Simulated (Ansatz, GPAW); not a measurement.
## A 2-layer slab of Rh(110): simulated STM images

Wanted: filled- and empty-state images of a 2-layer slab of Rh(110), with its work function.

Calculated with GPAW 26.7.0 and Ansatz 0.2.0; GPAW, PAW setups; slab in vacuum, in the first sound run; inputs show where later runs differ.

### 1. The structure

The cell holds 2 atoms: 2 Rh. Cell: a = 3.800 Å, b = 2.687 Å, c = 15.344 Å, α = 90.0°, β = 90.0°, γ = 90.0°. Vacuum lies along c.

### 2. Relaxing the atoms

The atoms are relaxed first, since the surface dipole, and with it the work function, follows the positions of the outer layers. The lowest 1 atoms are held at bulk positions and keep their forces.

run.py

```python
import json
import numpy as np
from ase import Atoms
from ase.constraints import FixAtoms
from ase.optimize import BFGS
from gpaw import GPAW, PW

slab = Atoms(
    ['Rh', 'Rh'],
    positions=[
        [1.90000, 1.34350, 7.00000],
        [0.00000, 0.00000, 8.34350]],
    cell=[[3.8, 0.0, 0.0], [0.0, 2.68701, 0.0], [0.0, 0.0, 15.3435]],
    pbc=[True, True, False])

slab.calc = GPAW(mode=PW(400), xc='PBE', kpts={'size': (8, 12, 1), 'gamma': True},
                 occupations={'name': 'fermi-dirac', 'width': 0.1}, nbands='140%',
                 convergence={'density': 0.0001}, maxiter=200,
                 poissonsolver={'dipolelayer': 'xy'},
                 symmetry={'tolerance': 1e-3, 'extra_ids': [1, 0]}, txt='slab.txt')
result = {}
slab.set_constraint(FixAtoms([0]))
path = []
opt = BFGS(slab, maxstep=0.2)
opt.attach(lambda: path.append((slab.get_potential_energy(), slab.positions.tolist(), slab.get_forces().tolist())))
result['relaxed'] = bool(opt.run(fmax=0.05, steps=30))
result['path'] = path
energy = slab.get_potential_energy()
fermi = slab.calc.get_fermi_level()
v = slab.calc.get_electrostatic_potential().mean((0, 1)) - fermi
n = slab.calc.get_pseudo_density().mean((0, 1))
L = slab.cell[2, 2]
z = np.arange(len(v)) * L / len(v)
low, high = slab.positions[:, 2].min(), slab.positions[:, 2].max()
below, above = np.interp([low - 4.8, high + 4.8], z, v)
slopes = [np.interp(x, z, np.gradient(v, z)) for x in (low - 4.8, high + 4.8)]
eps = np.array([[slab.calc.get_eigenvalues(k, s) for k in range(len(slab.calc.get_ibz_k_points()))]
                for s in range(slab.calc.get_number_of_spins())]) - fermi
top, bottom = eps[eps < 0].max(), eps[eps > 0].min()
dipole = slab.get_dipole_moment()[2]
print(f'energy {energy:.4f} eV, Fermi level {fermi:.4f} eV, dipole {dipole:.5f} e A')
print(f'potential 4.8 A off the faces, from the Fermi level: lower {below:.4f} eV, upper {above:.4f} eV')
print(f'slope of the potential there: lower {slopes[0]:.5f}, upper {slopes[1]:.5f} eV/A')
print(f'nearest levels on the mesh: {top:.4f} and {bottom:.4f} eV')
print('magnetic moment', round(slab.get_magnetic_moment(), 3))
result.update(energy=energy, fermi=fermi, dipole=dipole, below=below, above=above, slopes=slopes, edges=[top, bottom],
              z=z.tolist(), v=v.tolist(), n=n.tolist(), positions=slab.positions.tolist(),
              forces=slab.get_forces(apply_constraint=False).tolist(), moments=slab.get_magnetic_moments().tolist())
json.dump(result, open('result.json', 'w'))
```

Command:

```
OMP_NUM_THREADS=1 OPENBLAS_NUM_THREADS=1 python run.py
```

The program printed:

```text
Step          Energy          fmax
BFGS:    0      -11.685920        2.054359
BFGS:    1      -11.745013        1.971804
BFGS:    2      -12.064397        1.125841
BFGS:    3      -12.143276        0.466705
BFGS:    4      -12.154374        0.077792
BFGS:    5      -12.154717        0.006134
energy -12.1037 eV, Fermi level -2.0278 eV, dipole -0.00028 e A
potential 4.8 A off the faces, from the Fermi level: lower 4.9886 eV, upper 4.9889 eV
slope of the potential there: lower -0.00012, upper 0.00019 eV/A
nearest levels on the mesh: -0.0222 and 0.0006 eV
magnetic moment 0.0
```

Elapsed: 3 min, on 1 thread of Arm Neoverse V2, shared host; peak memory 0.2 GiB.

The steps of the relaxation:

```
step  energy less that of the first step (eV)  largest force (eV/Å)
   1                                   0.0000                2.0544
   2                                  -0.0609                1.9718
   3                                  -0.3957                1.1258
   4                                  -0.4881                0.4667
   5                                  -0.4964                0.0778
   6                                  -0.4972                0.0061
```

The atoms that moved most (Å):

```
atom     dx     dy      dz  length
 Rh2  0.000  0.000  -0.379   0.379
```

The relaxed structure:

```xyz
2
Lattice="3.8000 0.0000 0.0000 0.0000 2.6870 0.0000 0.0000 0.0000 15.3435" Properties=species:S:1:pos:R:3
Rh    1.9000    1.3435    7.0000
Rh    0.0000    0.0000    7.9644
```

Numbers from this step:

```yaml
dipole_along_the_normal: -2.81e-4 e·Å
levels_nearest_the_fermi_level_on_the_mesh: -0.02218, 6.03e-4 eV from the Fermi level
upper_work_function: 4.989 eV
lower_work_function: 4.989 eV
```

Electrostatic potential energy of an electron (without an applied field's), less the Fermi level, planar mean against z:

```
z (Å)  electrostatic potential energy of an electron (without an applied field's), less the Fermi level, planar mean (eV)
  0.0                                                                                                                4.99
  0.5                                                                                                                4.99
  1.0                                                                                                                4.99
  1.5                                                                                                                4.99
  2.0                                                                                                                4.99
  2.5                                                                                                                4.99
  3.0                                                                                                                4.99
  3.5                                                                                                                4.99
  4.0                                                                                                                4.98
  4.5                                                                                                                4.94
  5.0                                                                                                                4.80
  5.5                                                                                                                4.26
  6.0                                                                                                                2.12
  6.5                                                                                                               -5.73
  7.0                                                                                                               -16.4
  7.5                                                                                                               -15.6
  8.0                                                                                                               -16.1
  8.5                                                                                                               -4.90
  9.0                                                                                                                2.39
  9.5                                                                                                                4.33
 10.0                                                                                                                4.82
 10.5                                                                                                                4.95
 11.0                                                                                                                4.98
 11.5                                                                                                                4.99
 12.0                                                                                                                4.99
 12.5                                                                                                                4.99
 13.0                                                                                                                4.99
 13.5                                                                                                                4.99
 14.0                                                                                                                4.99
 14.5                                                                                                                4.99
 15.0                                                                                                                4.99
```

Table of pseudo valence density, planar mean by z:

```
z (Å)  pseudo valence density, planar mean (e/Å³)
  3.5                                      1.3e-4
  4.0                                      5.1e-4
  4.5                                     0.00197
  5.0                                     0.00785
  5.5                                      0.0304
  6.0                                       0.129
  6.5                                       0.587
  7.0                                        1.68
  7.5                                        1.17
  8.0                                        1.61
  8.5                                       0.501
  9.0                                       0.117
  9.5                                      0.0281
 10.0                                     0.00694
 10.5                                     0.00181
 11.0                                      4.7e-4
 11.5                                      1.2e-4
```

The relaxation lowered the energy of the cell by 0.497 eV (energies extrapolated to zero smearing; the optimiser's log prints free energies). The largest force left on a free atom is 0.0061 eV/Å.

### 3. The slab's potential

With the geometry fixed, the planar mean of the potential gives the vacuum level on each side.

run.py, as its differences from that of step 2:

```diff
@@ -3,4 +3,3 @@
 from ase import Atoms
-from ase.constraints import FixAtoms
-from ase.optimize import BFGS
+from ase.dft.stm import STM
 from gpaw import GPAW, PW
@@ -11,3 +10,3 @@
         [1.90000, 1.34350, 7.00000],
-        [0.00000, 0.00000, 8.34350]],
+        [0.00000, 0.00000, 7.96439]],
     cell=[[3.8, 0.0, 0.0], [0.0, 2.68701, 0.0], [0.0, 0.0, 15.3435]],
@@ -17,12 +16,6 @@
                  occupations={'name': 'fermi-dirac', 'width': 0.1}, nbands='140%',
-                 convergence={'density': 0.0001}, maxiter=200,
+                 convergence={'density': 1e-05}, maxiter=200,
                  poissonsolver={'dipolelayer': 'xy'},
-                 symmetry={'tolerance': 1e-3, 'extra_ids': [1, 0]}, txt='slab.txt')
+                 symmetry={'tolerance': 1e-3}, txt='slab.txt')
 result = {}
-slab.set_constraint(FixAtoms([0]))
-path = []
-opt = BFGS(slab, maxstep=0.2)
-opt.attach(lambda: path.append((slab.get_potential_energy(), slab.positions.tolist(), slab.get_forces().tolist())))
-result['relaxed'] = bool(opt.run(fmax=0.05, steps=30))
-result['path'] = path
 energy = slab.get_potential_energy()
@@ -48,2 +41,16 @@
               forces=slab.get_forces(apply_constraint=False).tolist(), moments=slab.get_magnetic_moments().tolist())
+
+# Images need the states of the whole zone, up to time reversal
+slab.calc = slab.calc.fixed_density(symmetry={'point_group': False}, txt='states.txt',
+                                    convergence={'bands': 'CBM+1.8'})
+stm = STM(slab)
+result['stm'] = []
+for bias in [-2.0, -1.0, 1.5]:
+    height = high + 4.0
+    current = stm.get_averaged_current(bias, height)
+    x, y, h = stm.scan(bias, current)
+    i, f = divmod(height / L * stm.ldos.shape[2], 1)
+    I = abs((1 - f) * stm.ldos[:, :, int(i)] + f * stm.ldos[:, :, int(i) + 1])
+    print(f'bias {bias} V: mean current at 4.0 A {current:.4e}, corrugation {np.ptp(h):.4f} A')
+    result['stm'].append(dict(bias=bias, current=current, h=(h - high).tolist(), I=I.tolist()))
 json.dump(result, open('result.json', 'w'))
```

The program printed:

```text
energy -12.1037 eV, Fermi level -2.0276 eV, dipole -0.00000 e A
potential 4.8 A off the faces, from the Fermi level: lower 4.9884 eV, upper 4.9887 eV
slope of the potential there: lower -0.00021, upper 0.00030 eV/A
nearest levels on the mesh: -0.0222 and 0.0006 eV
magnetic moment 0.0
bias -2.0 V: mean current at 4.0 A 1.5183e-05, corrugation 0.2763 A
bias -1.0 V: mean current at 4.0 A 8.3769e-06, corrugation 0.4193 A
bias 1.5 V: mean current at 4.0 A 4.4849e-05, corrugation 0.0865 A
```

Wall time 67 s (1 thread); peak memory 0.28 GiB.

Numbers from this step:

```
dipole along the normal                    : -5.84e-7 e·Å
levels nearest the Fermi level on the mesh : -0.02218, 5.98e-4 eV from the Fermi level
lower work function                        : 4.988 eV
corrugation -2                             : 0.2763 Å
corrugation -1                             : 0.4193 Å
corrugation 1.5                            : 0.08654 Å
```

The electrostatic potential energy of an electron (without an applied field's), less the Fermi level, planar mean by z:

(Unchanged from step 2.)

Table of pseudo valence density, planar mean by z:

```
z (Å)  pseudo valence density, planar mean (e/Å³)
 0.00                                           0
 0.43                                           0
 1.07                                           0
 1.49                                           0
 2.13                                      3.1e-6
 2.56                                      9.9e-6
 3.20                                      5.6e-5
 3.62                                      1.8e-4
 4.26                                     0.00102
 4.69                                     0.00322
 5.11                                      0.0103
 5.75                                      0.0608
 6.18                                       0.208
 6.82                                        1.41
 7.25                                        1.43
 7.88                                        1.70
 8.31                                       0.919
 8.95                                       0.131
 9.38                                      0.0379
10.02                                     0.00655
10.44                                     0.00205
10.87                                      6.5e-4
11.51                                      1.1e-4
11.93                                      3.6e-5
12.57                                      6.3e-6
13.00                                      2.0e-6
13.64                                           0
14.06                                           0
14.70                                           0
15.13                                           0
```

Tip height over the top atom over a1 and a2. Sample bias -2 V, constant current at the mean current 4.0 Å over the top atom.

Values in Å, 14 rows by 16 columns, each cell a mean:
```
4.11 4.11 4.09 4.06 4.01 3.96 3.91 3.87 3.86 3.88 3.92 3.97 4.02 4.07 4.09 4.11
4.12 4.11 4.09 4.06 4.01 3.96 3.91 3.87 3.85 3.87 3.92 3.96 4.02 4.06 4.09 4.11
4.11 4.11 4.09 4.05 4.00 3.95 3.91 3.87 3.85 3.87 3.91 3.96 4.01 4.06 4.09 4.11
4.11 4.10 4.07 4.04 3.99 3.94 3.90 3.86 3.85 3.87 3.91 3.95 3.99 4.04 4.08 4.10
4.10 4.09 4.06 4.02 3.97 3.93 3.89 3.86 3.84 3.86 3.90 3.94 3.98 4.03 4.07 4.09
4.09 4.08 4.05 4.01 3.96 3.92 3.89 3.85 3.84 3.86 3.89 3.93 3.97 4.02 4.06 4.08
4.08 4.07 4.05 4.01 3.96 3.92 3.88 3.85 3.84 3.86 3.89 3.93 3.97 4.01 4.05 4.07
4.09 4.08 4.05 4.01 3.96 3.92 3.89 3.85 3.84 3.86 3.89 3.93 3.97 4.02 4.06 4.08
4.10 4.09 4.06 4.02 3.97 3.93 3.89 3.86 3.84 3.86 3.90 3.94 3.98 4.03 4.07 4.09
4.11 4.10 4.07 4.04 3.99 3.94 3.90 3.86 3.85 3.87 3.91 3.95 3.99 4.04 4.08 4.10
4.11 4.11 4.09 4.05 4.00 3.95 3.91 3.87 3.85 3.87 3.91 3.96 4.01 4.06 4.09 4.11
4.12 4.11 4.09 4.06 4.01 3.96 3.91 3.87 3.85 3.87 3.92 3.96 4.02 4.06 4.09 4.11
4.11 4.11 4.09 4.06 4.01 3.96 3.91 3.87 3.86 3.88 3.92 3.97 4.02 4.07 4.09 4.11
4.11 4.11 4.09 4.06 4.01 3.96 3.91 3.87 3.86 3.88 3.92 3.97 4.02 4.06 4.09 4.11
```
Columns: a1 from 0 to 0.944; rows upwards: a2 from 0 to 0.929.

Local density of states summed over the bias window over a1 and a2. Sample bias -2 V, constant height 4.0 Å over the top atom.

Ten even steps from '0' (1.00 × 1e-5 arbitrary) to '9' (2.15 × 1e-5 arbitrary):
```
998764210001246789
998764210001246789
998753210001235789
987653200000235678
887543100000134578
876542100000124567
776542100000124567
876542100000124567
887543100000134578
987653200000235678
998753210001235789
998764210001246789
998764210001246789
998764210001246789
```
Columns: a1 from 0 to 0.944; rows upwards: a2 from 0 to 0.929.

Tip height over the top atom over a1 and a2. Sample bias -1 V, constant current at the mean current 4.0 Å over the top atom.

Values in Å, 14 rows by 16 columns, each cell a mean:
```
4.14 4.14 4.12 4.08 4.02 3.95 3.88 3.80 3.76 3.81 3.88 3.96 4.03 4.08 4.12 4.14
4.15 4.14 4.11 4.08 4.02 3.95 3.87 3.80 3.76 3.81 3.88 3.95 4.03 4.08 4.12 4.14
4.14 4.13 4.11 4.07 4.00 3.93 3.87 3.79 3.76 3.80 3.87 3.94 4.01 4.07 4.11 4.13
4.13 4.12 4.09 4.05 3.98 3.92 3.85 3.78 3.75 3.78 3.86 3.93 3.99 4.05 4.10 4.12
4.11 4.11 4.08 4.03 3.96 3.91 3.83 3.76 3.74 3.77 3.84 3.91 3.97 4.03 4.08 4.11
4.10 4.09 4.07 4.01 3.95 3.89 3.82 3.75 3.73 3.76 3.83 3.90 3.95 4.02 4.07 4.10
4.09 4.09 4.06 4.00 3.94 3.89 3.81 3.75 3.73 3.76 3.82 3.89 3.95 4.01 4.07 4.09
4.10 4.09 4.07 4.01 3.95 3.89 3.82 3.75 3.73 3.76 3.83 3.90 3.95 4.02 4.07 4.10
4.11 4.11 4.08 4.03 3.96 3.91 3.83 3.76 3.74 3.77 3.84 3.91 3.97 4.03 4.08 4.11
4.13 4.12 4.09 4.05 3.98 3.92 3.85 3.78 3.75 3.78 3.86 3.93 3.99 4.05 4.10 4.12
4.14 4.13 4.11 4.07 4.00 3.93 3.87 3.79 3.76 3.80 3.87 3.94 4.01 4.07 4.11 4.13
4.15 4.14 4.11 4.08 4.02 3.95 3.87 3.80 3.76 3.81 3.88 3.95 4.03 4.08 4.12 4.14
4.14 4.14 4.12 4.08 4.02 3.95 3.88 3.80 3.76 3.81 3.88 3.96 4.03 4.08 4.12 4.14
4.14 4.13 4.11 4.08 4.03 3.95 3.88 3.80 3.76 3.81 3.88 3.96 4.03 4.08 4.12 4.13
```
Columns: a1 from 0 to 0.944; rows upwards: a2 from 0 to 0.929.

Local density of states summed over the bias window over a1 and a2. Sample bias -1 V, constant height 4.0 Å over the top atom.

Values in units of 1e-5 arbitrary, 14 rows by 16 columns, each cell a mean:
```
1.3 1.3 1.2 1.1 0.9 0.7 0.6 0.5 0.5 0.5 0.6 0.7 0.9 1.1 1.2 1.3
1.3 1.3 1.2 1.1 0.9 0.7 0.6 0.5 0.5 0.5 0.6 0.7 0.9 1.1 1.2 1.3
1.3 1.2 1.1 1.0 0.9 0.7 0.6 0.5 0.5 0.5 0.6 0.7 0.9 1.0 1.1 1.2
1.2 1.2 1.1 1.0 0.8 0.7 0.6 0.5 0.5 0.5 0.6 0.7 0.8 1.0 1.1 1.2
1.2 1.1 1.0 0.9 0.8 0.6 0.5 0.5 0.5 0.5 0.6 0.7 0.8 0.9 1.0 1.1
1.1 1.1 1.0 0.9 0.7 0.6 0.5 0.5 0.5 0.5 0.5 0.6 0.7 0.9 1.0 1.1
1.1 1.1 1.0 0.9 0.7 0.6 0.5 0.5 0.5 0.5 0.5 0.6 0.7 0.9 1.0 1.1
1.1 1.1 1.0 0.9 0.7 0.6 0.5 0.5 0.5 0.5 0.5 0.6 0.7 0.9 1.0 1.1
1.2 1.1 1.0 0.9 0.8 0.6 0.5 0.5 0.5 0.5 0.6 0.7 0.8 0.9 1.0 1.1
1.2 1.2 1.1 1.0 0.8 0.7 0.6 0.5 0.5 0.5 0.6 0.7 0.8 1.0 1.1 1.2
1.3 1.2 1.1 1.0 0.9 0.7 0.6 0.5 0.5 0.5 0.6 0.7 0.9 1.0 1.1 1.2
1.3 1.3 1.2 1.1 0.9 0.7 0.6 0.5 0.5 0.5 0.6 0.7 0.9 1.1 1.2 1.3
1.3 1.3 1.2 1.1 0.9 0.7 0.6 0.5 0.5 0.5 0.6 0.7 0.9 1.1 1.2 1.3
1.3 1.3 1.2 1.1 0.9 0.7 0.6 0.5 0.5 0.5 0.6 0.8 0.9 1.1 1.2 1.3
```
Columns: a1 from 0 to 0.944; rows upwards: a2 from 0 to 0.929.

Tip height over the top atom over a1 and a2. Sample bias 1.5 V, constant current at the mean current 4.0 Å over the top atom.

Ten even steps from '_' (3.957 Å) to '@' (4.044 Å):
```
@@@@%%##**==::..______..::==**##%%@@
@@@@%%##++==::..______..::==++##%%@@
@@@@%%##++==::..______..::==++##%%@@
@@%%%%##++--::..______..::--++##%%%%
%%%%##**++--..__________..--++**##%%
%%%%##**++--..__________..--++**##%%
%%%%##**++--..__________..--++**##%%
%%%%##**++--..__________..--++**##%%
%%%%##**++--..__________..--++**##%%
@@%%%%##++--::..______..::--++##%%%%
@@@@%%##++==::..______..::==++##%%@@
@@@@%%##++==::..______..::==++##%%@@
@@@@%%##**==::..______..::==**##%%@@
@@@@@@%%**==::..______..::==**%%@@@@
```
Columns: a1 from 0 to 0.944; rows upwards: a2 from 0 to 0.929.

Local density of states summed over the bias window over a1 and a2. Sample bias 1.5 V, constant height 4.0 Å over the top atom.

Values in units of 1e-5 arbitrary, 14 rows by 16 columns, each cell a mean:
```
4.9 4.8 4.8 4.6 4.5 4.4 4.3 4.2 4.2 4.2 4.3 4.4 4.5 4.6 4.8 4.8
4.8 4.8 4.7 4.6 4.5 4.4 4.3 4.2 4.2 4.2 4.3 4.4 4.5 4.6 4.8 4.8
4.8 4.8 4.7 4.6 4.5 4.4 4.3 4.2 4.2 4.2 4.3 4.4 4.5 4.6 4.7 4.8
4.8 4.8 4.7 4.6 4.5 4.4 4.3 4.2 4.2 4.2 4.3 4.4 4.5 4.6 4.7 4.8
4.8 4.7 4.7 4.6 4.4 4.3 4.2 4.2 4.1 4.2 4.2 4.3 4.5 4.6 4.7 4.7
4.8 4.7 4.6 4.5 4.4 4.3 4.2 4.2 4.2 4.2 4.2 4.3 4.4 4.6 4.6 4.7
4.7 4.7 4.6 4.5 4.4 4.3 4.2 4.2 4.2 4.2 4.2 4.3 4.4 4.5 4.6 4.7
4.8 4.7 4.6 4.5 4.4 4.3 4.2 4.2 4.2 4.2 4.2 4.3 4.4 4.6 4.6 4.7
4.8 4.7 4.7 4.6 4.4 4.3 4.2 4.2 4.1 4.2 4.2 4.3 4.5 4.6 4.7 4.7
4.8 4.8 4.7 4.6 4.5 4.4 4.3 4.2 4.2 4.2 4.3 4.4 4.5 4.6 4.7 4.8
4.8 4.8 4.7 4.6 4.5 4.4 4.3 4.2 4.2 4.2 4.3 4.4 4.5 4.6 4.7 4.8
4.8 4.8 4.7 4.6 4.5 4.4 4.3 4.2 4.2 4.2 4.3 4.4 4.5 4.6 4.8 4.8
4.9 4.8 4.8 4.6 4.5 4.4 4.3 4.2 4.2 4.2 4.3 4.4 4.5 4.6 4.8 4.8
4.9 4.8 4.8 4.6 4.5 4.4 4.3 4.2 4.2 4.2 4.3 4.4 4.5 4.7 4.8 4.8
```
Columns: a1 from 0 to 0.944; rows upwards: a2 from 0 to 0.929.

The potential is flat to 3.0e-4 eV/Å where it is read, so the vacuum is wide enough.

(Continued in part 2 of 3.)

[Logs are printed without paths, hosts, clocks, repeated set-up lines and the standing remarks that a program may print on its own settings, such as how far it seeks lower states.]

[Hosts, paths, dates, database ids (printed as entryN), source tags and the programs' standing remarks are cut or masked in the printed files.]
